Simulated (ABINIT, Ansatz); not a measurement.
# PNO (Cc): G0W0 on several meshes in ABINIT, part 2 of 2

Aim: the GW shift of PNO (Cc) against the k mesh.

ABINIT 10.8.3; LDA and many-body steps on it, plane waves. Known limits of the many-body steps: not at the basis limit; coarse k mesh.

So far. Step 4 (2×2×4): The gap on the mesh goes from 5.02 eV to 7.20 eV, a correction of +2.17 eV. Step 5 (Empty states on the mesh, 2×2×2 mesh, 71 bands): On this mesh the gap is 5.021 eV.

### 7. 2×2×2

This step: G0W0 on LDA, plane waves, norm-conserving pseudopotentials.

The input, run.abi:

```
acell 3*1.0 Angstrom
rprim 
  3.278002254000 -3.286113380400 0.000000000000
  3.278002254000 3.286113380400 0.000000000000
  -3.028551860300 0.000000000000 3.488865954800
ntypat 3
znucl 15 7 8
natom 6
typat 1 1 2 2 3 3
xred 
  0.730409600000 0.010313920000 0.000167090000
  0.010313920000 0.730409600000 0.500167090000
  0.742864730000 0.382544620000 0.249632690000
  0.382544620000 0.742864730000 0.749632690000
  0.883089610000 0.000777520000 0.750200220000
  0.000777520000 0.883089610000 0.250200220000
pp_dirpath "pseudos"
pseudos "P.upf, N.upf, O.upf"
ecut 36
ngkpt 2 2 2
nshiftk 1
shiftk 0 0 0
kptopt 1
chksymbreak 0
istwfk *1
occopt 1
irdwfk 1
optdriver 4
nband 65
gwcalctyp 0
ecutsigx 36
symsigma 1
nkptgw 2
kptgw 
  0.5000000000 0.5000000000 0.0000000000
  0.0000000000 0.0000000000 0.0000000000
bdgw 
  15 18
  15 18
ecuteps 4.2
irdscr 1
ppmodel 1
indata_prefix "in"
outdata_prefix "out"
tmpdata_prefix "tmp"
```

On the command line:

```bash
OMP_NUM_THREADS=1 mpirun -n 4 abinit run.abi > log
```

Numbers of over 12 decimals in the logs are rounded to 6 here.

The log of the run:

```text
.Version 10.8.3 of ABINIT. v10.8.2 released Aug 2026.

 Symmetries : space group Cc (#  9); Bravais mC (1-face-center monocl.)
[... echo of the input left out ...]
== DATASET  1 ==================================================================
-   mpi_nproc: 4, omp_nthreads: 1 (-1 if OMP is not activated)

--- !DatasetInfo
iteration_state: {dtset: 1, }
dimensions: {natom: 6, nkpt: 6, mband: 65, nsppol: 1, nspinor: 1, nspden: 1, mpw: 5252, }
cutoff_energies: {ecut:  36.0, pawecutdg:  -1.0, }
electrons: {nelect:   3.20000000E+01, charge:   0.00000000E+00, occopt:   1.00000000E+00, tsmear:   1.00000000E-02, }

 SIGMA: Calculation of the GW corrections

 Based on a program developped by R.W. Godby, V. Olevano, G. Onida, and L. Reining.
 Incorporated in ABINIT by V. Olevano, G.-M. Rignanese, and M. Torrent.
.Using double precision arithmetic ; gwpc =  8

[... cell and pseudopotentials left out ...]
--------------------------------------------------------------------------------

 ==== K-mesh for the wavefunctions ====
 Number of points in the irreducible wedge :     6
[... list of points left out ...]
 Together with  2 symmetry operations and time-reversal symmetry
 yields     8 points in the full Brillouin Zone.

 ==== Q-mesh for screening function ====
 Number of points in the irreducible wedge :     6
[... list of points left out ...]
 Together with  2 symmetry operations and time-reversal symmetry
 yields     8 points in the full Brillouin Zone.

 vcoul_init : cutoff-mode = AUXILIARY_FUNCTION
 q-points for optical limit:   1
     1)      0.000010    0.000020    0.000030
 setmesh: FFT mesh size selected  =    45x   45x   36
          total number of points  =        72900

 Number of electrons calculated from density =   32.0000; Expected =   32.0000
[...]
number of omega for Sigma on real axis              0
 max omega for Sigma on real axis  [eV]           0.00
 zcut for avoiding poles [eV]                     0.10

 EPSILON^-1 parameters (SCR file):
 dimension of the eps^-1 matrix on file            199
 dimension of the eps^-1 matrix used               199
 number of plane-waves for wavefunctions          5209
 number of bands                                    65
 number of q-points in IBZ                           6
 number of frequencies                               2
 number of real frequencies                          1
 number of imag frequencies                          1

 matrix elements of self-energy operator (all in [eV])

 Perturbative Calculation

--- !SelfEnergy_ee
iteration_state: {dtset: 1, }
kpoint     : [   0.500,    0.500,    0.000, ]
spin       : 1
KS_gap     :    5.743
QP_gap     :    8.064
Delta_QP_KS:    2.320
data: !SigmaeeData |
     Band     E0 <VxcDFT>   SigX SigC(E0)      Z dSigC/dE  Sig(E)    E-E0       E
       15   1.395 -16.441 -20.177   3.413   0.813  -0.229 -16.703  -0.262   1.133
       16   2.000 -17.209 -21.029   3.571   0.810  -0.235 -17.411  -0.202   1.798
       17   7.743 -13.687  -7.769  -3.391   0.838  -0.193 -11.569   2.118   9.862
[...]
--- !SelfEnergy_ee
iteration_state: {dtset: 1, }
kpoint     : [   0.000,    0.000,    0.000, ]
spin       : 1
KS_gap     :    5.560
QP_gap     :    7.814
Delta_QP_KS:    2.254
data: !SigmaeeData |
     Band     E0 <VxcDFT>   SigX SigC(E0)      Z dSigC/dE  Sig(E)    E-E0       E
[...]
17   7.021 -12.327  -6.874  -3.167   0.845  -0.183 -10.394   1.933   8.954
       18   7.447 -12.881  -7.465  -3.357   0.846  -0.182 -11.139   1.743   9.190

== END DATASET(S) ==============================================================
================================================================================

 -outvars: echo values of variables after computation  --------
           etotal      0.0000000000E+00
            nband          65
             nkpt           6
          spgroup           9
 [... the other variables as echoed above ...]

 Calculation completed.
```

It took 7.5 s on 4 MPI ranks of Arm Neoverse N1, shared host; peak memory 0.53 GiB; 29 s of CPU time.

This step gave:

```yaml
g0w0_gap_on_the_points_computed: 7.156 eV
starting_gap_on_the_mesh: 5.021 eV
k_of_the_valence_top: 0.5, 0.5, 0
k_of_the_conduction_bottom: 0, 0, 0
z_at_the_valence_top: 0.81
z_at_the_conduction_bottom: 0.845
least_direct_g0w0_gap_on_the_computed_points: 7.814 eV
```

Against G0W0 in ABINIT (2×2×4 mesh, 65 bands, screening to 114.3 eV, Godby-Needs plasmon pole), the gap moves by −0.039 eV.

### 8. Empty states on the mesh, 4×4×4 mesh, 71 bands

This step: DFT, LDA, plane waves, norm-conserving pseudopotentials.

Edit run.abi of step 7 so:

```diff
@@ -19,3 +19,3 @@
 ecut 36
-ngkpt 2 2 2
+ngkpt 4 4 4
 nshiftk 1
@@ -24,20 +24,10 @@
 chksymbreak 0
+iscf -2
+irdden 1
 istwfk *1
-occopt 1
-irdwfk 1
-optdriver 4
-nband 65
-gwcalctyp 0
-ecutsigx 36
-symsigma 1
-nkptgw 2
-kptgw 
-  0.5000000000 0.5000000000 0.0000000000
-  0.0000000000 0.0000000000 0.0000000000
-bdgw 
-  15 18
-  15 18
-ecuteps 4.2
-irdscr 1
-ppmodel 1
+nband 71
+nbdbuf 6
+tolwfr 1e-09
+nstep 60
+prtvol 0
 indata_prefix "in"
```

The log of the run:

```text
.Version 10.8.3 of ABINIT. v10.8.2 released Aug 2026.

 Symmetries : space group Cc (#  9); Bravais mC (1-face-center monocl.)
[... echo of the input left out ...]
== DATASET  1 ==================================================================
-   mpi_nproc: 4, omp_nthreads: 1 (-1 if OMP is not activated)

--- !DatasetInfo
iteration_state: {dtset: 1, }
dimensions: {natom: 6, nkpt: 24, mband: 71, nsppol: 1, nspinor: 1, nspden: 1, mpw: 5252, }
cutoff_energies: {ecut:  36.0, pawecutdg:  -1.0, }
[...]
1.11568    1.14693    1.15366    1.15997    1.18039    1.20020    1.21026    1.26811
   1.28682    1.30789    1.34212    1.35068    1.36251    1.39038    1.41849    1.44284
   1.45062    1.46662    1.47470    1.49215    1.50856    1.52618    1.57737
 prteigrs : prtvol=0 or 1, do not print more k-points.

== END DATASET(S) ==============================================================
================================================================================

 -outvars: echo values of variables after computation  --------
            nband          71
             nkpt          24
          spgroup           9
 [... the other variables as echoed above ...]

 Calculation completed.
```

It took 92 s on 4 MPI ranks; peak memory 0.42 GiB.

Numbers from this step:

| Item | Value |
| --- | --- |
| gap | 5.021 eV |
| k of the valence top | 0.5, 0.5, 0 |
| k of the conduction bottom | 0, 0, 0 |
| least direct gap | 5.560 eV |
| k points computed | 24 |
| lowest point of the top converged band, above the valence top | 37.41 eV |

On this mesh the gap is 5.021 eV.

### 9. Screening, 4×4×4 mesh, 65 bands, screening to 114.3 eV

This step: RPA screening on LDA, plane waves, norm-conserving pseudopotentials.

Edit run.abi of step 8 so:

```diff
@@ -24,10 +24,11 @@
 chksymbreak 0
-iscf -2
-irdden 1
 istwfk *1
-nband 71
-nbdbuf 6
-tolwfr 1e-09
-nstep 60
-prtvol 0
+occopt 1
+irdwfk 1
+optdriver 3
+nband 65
+ecuteps 4.2
+inclvkb 2
+awtr 1
+symchi 1
 indata_prefix "in"
```

The log of the run:

```text
.Version 10.8.3 of ABINIT. v10.8.2 released Aug 2026.

 Symmetries : space group Cc (#  9); Bravais mC (1-face-center monocl.)
[... echo of the input left out ...]
== DATASET  1 ==================================================================
-   mpi_nproc: 4, omp_nthreads: 1 (-1 if OMP is not activated)

--- !DatasetInfo
iteration_state: {dtset: 1, }
dimensions: {natom: 6, nkpt: 24, mband: 65, nsppol: 1, nspinor: 1, nspden: 1, mpw: 5252, }
cutoff_energies: {ecut:  36.0, pawecutdg:  -1.0, }
[...]
--------------------------------------------------------------------------------
[... chi0 elements left out ...]
 For q-point:  0.000010 0.000020 0.000030
  dielectric constant =   3.2409
  dielectric constant without local fields =   3.5273

  Average fulfillment of the sum rule on Im[epsilon] for q-point    1 :     44.51  [%]
[... wings left out ...]
  q-point number  2        q = ( 0.250000, 0.000000, 0.000000) [r.l.u.]
--------------------------------------------------------------------------------
[... chi0 elements left out ...]
  Average fulfillment of the sum rule on Im[epsilon] for q-point    2 :     61.71  [%]

 [... 22 further q-points ...]
```

Wall time 2.9 min (4 MPI ranks); peak memory 1.4 GiB; 11 min of CPU time.

This step gave:

| Item | Value |
| --- | --- |
| ε∞ with local fields, on this mesh, along the program's q direction | 3.241 |
| the same without local fields | 3.527 |
| plasma frequency | 24.23 eV |
| plane waves in the screening matrix | 199 |

### 10. 4×4×4

This step: G0W0 on LDA, plane waves, norm-conserving pseudopotentials.

Edit run.abi of step 9 so:

```diff
@@ -27,8 +27,17 @@
 irdwfk 1
-optdriver 3
+optdriver 4
 nband 65
+gwcalctyp 0
+ecutsigx 36
+symsigma 1
+nkptgw 2
+kptgw 
+  0.5000000000 0.5000000000 0.0000000000
+  0.0000000000 0.0000000000 0.0000000000
+bdgw 
+  15 18
+  15 18
 ecuteps 4.2
-inclvkb 2
-awtr 1
-symchi 1
+irdscr 1
+ppmodel 1
 indata_prefix "in"
```

The log of the run:

```text
.Version 10.8.3 of ABINIT. v10.8.2 released Aug 2026.

 Symmetries : space group Cc (#  9); Bravais mC (1-face-center monocl.)
[... echo of the input left out ...]
== DATASET  1 ==================================================================
-   mpi_nproc: 4, omp_nthreads: 1 (-1 if OMP is not activated)

--- !DatasetInfo
iteration_state: {dtset: 1, }
dimensions: {natom: 6, nkpt: 24, mband: 65, nsppol: 1, nspinor: 1, nspden: 1, mpw: 5252, }
cutoff_energies: {ecut:  36.0, pawecutdg:  -1.0, }
[...]
Band     E0 <VxcDFT>   SigX SigC(E0)      Z dSigC/dE  Sig(E)    E-E0       E
[...]
17   7.021 -12.329  -7.039  -3.256   0.842  -0.188 -10.616   1.712   8.734
       18   7.447 -12.883  -7.647  -3.436   0.843  -0.187 -11.366   1.517   8.964

== END DATASET(S) ==============================================================
================================================================================

 -outvars: echo values of variables after computation  --------
           etotal      0.0000000000E+00
            nband          65
             nkpt          24
          spgroup           9
 [... the other variables as echoed above ...]

 Calculation completed.
```

It took 18 s on 4 MPI ranks; peak memory 1.3 GiB; 72 s of CPU time.

Numbers from this step:

```
G0W0 gap on the points computed              : 7.303 eV
starting gap on the mesh                     : 5.021 eV
k of the valence top                         : 0.5, 0.5, 0
k of the conduction bottom                   : 0, 0, 0
least direct G0W0 gap on the computed points : 7.97 eV
```

Against G0W0 in ABINIT (2×2×4 mesh, 65 bands, screening to 114.3 eV, Godby-Needs plasmon pole), the gap moves by +0.108 eV.

### 11. The runs together

Times are wall times on 4 MPI ranks of Arm Neoverse N1, shared host, good to a factor of about two. A run's time includes the screening step that it read.

```
  run   mesh  bands  screening cutoff (eV)  DFT gap (eV)  gap on the mesh (eV)  direct (eV)  ε∞ used     time
2×2×4  2×2×4     65                  114.3         5.021                 7.195        7.854     3.24     37 s
2×2×2  2×2×2     65                  114.3         5.021                 7.156        7.814     3.31     23 s
4×4×4  4×4×4     65                  114.3         5.021                 7.303        7.970     3.24  3.2 min
```

### 12. Outcome

| Item | Value |
| --- | --- |
| 2×2×4 | 7.195 eV |
| 2×2×2 | 7.156 eV |
| 4×4×4 | 7.303 eV |
| known limits | not at the basis limit; coarse k mesh |

What this shows: 2×2×2: −0.039 eV against 2×2×4. 4×4×4: +0.108 eV against 2×2×4. Bands and cutoff are finite, so the gap is not at the basis limit. The miss can reach some tenths of an eV and take either sign; the mesh is an error of its own. In the first G0W0 run levels were corrected at 2 k points alone, so a gap called «on the mesh» is the least over those, and an edge elsewhere would be missed. The 2×2×4 mesh is coarse for this cell, which bears on the long-range parts of exchange and screening.

[Paths, hosts, dates, memory and timing lines, banners, echoed tables and standing remarks are left out of the program output.]

[Logs are printed without paths, hosts, clocks, repeated set-up lines and the standing remarks that a program may print on its own settings, such as how far it seeks lower states.]

[Runs of the session that timed out or met a known fault of the program may be left out.]

[No measured gap is set beside runs whose start may be inverted or whose files or cutoffs have a known fault.]

[Hosts, paths, dates, database ids (printed as entryN), source tags and the programs' standing remarks are cut or masked in the printed files.]

[G0W0 gaps are taken among the corrected bands and points alone; a level outside them can change the order at an edge.]

[Where Ansatz stands beside ABINIT at settings called matched, ABINIT's density can come from a denser mesh and the files from another edition; pairs whose starting gaps differed by over 0.03 eV were left out, so agreement reads better than it is.]
